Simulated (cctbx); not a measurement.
**What is wrong with this refinement?**

Cell a = 12.1800 Å, b = 4.1970 Å, c = 8.5320 Å, α = 90.00°, β = 134.27°, γ = 90.00°; space group C2 (no. 5). The compound is Fe3Rh3N2.

The data are simulated with cctbx, not measured: Ga Kα, λ = 1.3414 Å, to d = 0.83 Å, 95 % of the full sphere, strongest reflection 20000 counts, noise from counting, a 4 % proportional error and a noise floor of 8 counts (s.d.); no absorption.

An isotropic refinement with weights 1/σ² prints:

```text
Rint 0.026, 576 unique reflections to 0.83 A
cycle     R1     wR2    GooF  max shift (A)
   1  0.0344  0.1067   2.568   0.13438
  12  0.0221  0.0618   1.488   0.03450
final R1 0.0219 wR2 0.0611 GooF 1.472  parameters 36  data/parameter 16.0
atom        x        y        z      Ueq    occ   su(xyz)  su(Uiso or U11)
Rh1    0.13943  0.47725  0.60536   0.0108  1.000  0.00020  0.0002
Rh2    0.83352  0.76121  0.61612   0.0093  1.000  0.00020  0.0002
Rh3    0.28316  0.74557  0.94362   0.0125  1.000  0.00022  0.0002
Fe1    0.96487  0.01607  0.32889   0.0141  1.000  0.00044  0.0004
Fe2    0.92138  0.23003  0.81473   0.0148  1.000  0.00044  0.0004
Fe3    0.40020  0.27147  0.97488   0.0127  1.000  0.00042  0.0003
N1     0.20471  0.97828  0.66444   0.0165  1.000  0.00275  0.0018
N2     0.95718  0.51293  0.24070   0.0232  1.000  0.00324  0.0022
N3     0.39635 -0.02664  0.23107   0.2112  1.000  0.01400  0.0230
difference map: max 1.59 min -1.30 rms 0.27
Q1    0.2176  0.1690  0.1003    4    1.65  0.49 A from Rh3
Q2    0.2249  0.3073  0.0160    4    1.34  0.49 A from Rh3
Q3    0.1466  0.2856  0.6628    4    0.89  0.91 A from Rh1
Q4    0.0468  0.2102  0.0923    4    0.84  0.60 A from Fe2
Q5    0.2317  0.7995  0.1169    4    0.81  1.21 A from Fe3
Q6    0.0717  0.8055  0.9393    4    0.76  0.57 A from Fe3
```

**Question.** Can this result stand? If not, what is the likely fault?

Mend it. The fault: spurious atom: N3. Against the right model at the same level, R1 goes from 0.0194 to 0.0219 and GooF from 1.28 to 1.47 and N3 takes U = 0.21 Å². A site with no density behind it hides by a very large U or drifts. The fit had not settled when the cycles ran out.

The compound is Fe3Rh3N2. The right model at the same level gives:

```text
Rint 0.026, 576 unique reflections to 0.83 A
cycle     R1     wR2    GooF  max shift (A)
   1  0.1385  0.3888   9.326   0.08666
   5  0.0194  0.0532   1.276   0.00016
final R1 0.0194 wR2 0.0532 GooF 1.276  parameters 32  data/parameter 18.0
atom        x        y        z      Ueq    occ   su(xyz)  su(Uiso or U11)
Rh1    0.13942  0.47684  0.60534   0.0110  1.000  0.00015  0.0002
Rh2    0.83353  0.76070  0.61616   0.0093  1.000  0.00016  0.0002
Rh3    0.28321  0.74499  0.94366   0.0125  1.000  0.00017  0.0002
Fe1    0.96474  0.01540  0.32868   0.0140  1.000  0.00037  0.0003
Fe2    0.92138  0.22944  0.81474   0.0148  1.000  0.00037  0.0003
Fe3    0.40022  0.27111  0.97489   0.0128  1.000  0.00037  0.0003
N1     0.20565  0.97901  0.66483   0.0176  1.000  0.00243  0.0016
N2     0.95420  0.51364  0.24070   0.0217  1.000  0.00259  0.0018
difference map: max 1.34 min -0.97 rms 0.22
Q1    0.2201  0.1666  0.1041    4    1.40  0.50 A from Rh3
Q2    0.2284  0.3034  0.0115    4    0.97  0.55 A from Rh3
Q3    0.2326  0.7991  0.1161    4    0.86  1.22 A from Fe3
Q4    0.0463  0.2069  0.0928    4    0.85  0.59 A from Fe2
Q5    0.1580  0.5535  0.8815    4    0.83  1.00 A from N2
Q6    0.0722  0.8041  0.9389    4    0.80  0.57 A from Fe3
```

Isotropic U is held between 0.0001 and 1 Å² by the program, and listed peak heights are interpolated, so they can pass the grid's maximum.

The model was made for the exercise: a known structure type with other elements put in, its volume estimated, not relaxed; displacement parameters are assumed.

[Middle refinement cycles are left out of these outputs.]

[Logs are printed without paths, hosts, clocks, repeated set-up lines and the standing remarks that a program may print on its own settings, such as how far it seeks lower states.]
